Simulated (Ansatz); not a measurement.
# Tunnelling across a broken Y chain: predicting one gap

**Method.** Ansatz 0.2.0, plane waves with PAW datasets at the program's default cutoffs, Fermi-Dirac smearing of 0.05 eV, chains in boxes 7.5 Å wide or more, moments seeded when the perfect chain is relaxed. PBE, no spin-orbit coupling; one bond is opened by s Å beyond its relaxed length, the other atoms of a straight cell of 12 kept, without spin, and the conductance taken at 300 K.

```tsv
run	G (G₀)	largest error term (%)	s	ln G
+1.8 Å	1.055	5	1.8	0.0534
+2.5 Å	0.5297	11	2.5	−0.6354
+3.3 Å	0.1946	15	3.3	−1.637
```

One run is withheld: run = +4.2 Å, with s = 4.2. Fit a straight line ln G = a + b × s to the 3 rows shown and predict it.

**Fit.** The means are 2.533 for s and −0.7397 for ln G. The sum of products of deviations is −1.273 and the sum of squares in s is 1.127, so b = −1.273 / 1.127 = −1.13 and a = −0.7397 − (−1.13) × 2.533 = 2.123. The residuals' standard deviation, with 1 degree of freedom, is σ = 0.082.

**Prediction.** ln G = 2.123 + (−1.13) × 4.2 = −2.623, that is 0.0726 G₀. The run gave 0.0507 G₀ (ln G = −2.982), so the prediction less the run is +0.36. The standard error of a prediction there, σ√(1 + 1/3 + (4.2 − 2.533)²/1.127), is 0.16, and the miss is 2.3 times that, for a point outside the fitted range. With so few rows σ is itself uncertain.

Caveats: Between neighbouring runs the slope of ln G lies between −1.49 and −0.98 per Å, so one exponential is an approximation; it is flattest at the narrowest gap, nearest to contact. Error terms (up to 17 %, withheld run included) bound how much a small miss can mean. Broken ends may want a moment where none was allowed. No image potential, spin-orbit coupling or relaxation; a bent or dimerised chain may be lower in energy. Series of this kind are told only where this holds: one magnetic state in all runs, error terms under 60 %, and the runs' own leads conduct as the perfect chain does. 36 of 42 did.

[Logs are printed without paths, hosts, clocks, repeated set-up lines and the standing remarks that a program may print on its own settings, such as how far it seeks lower states.]
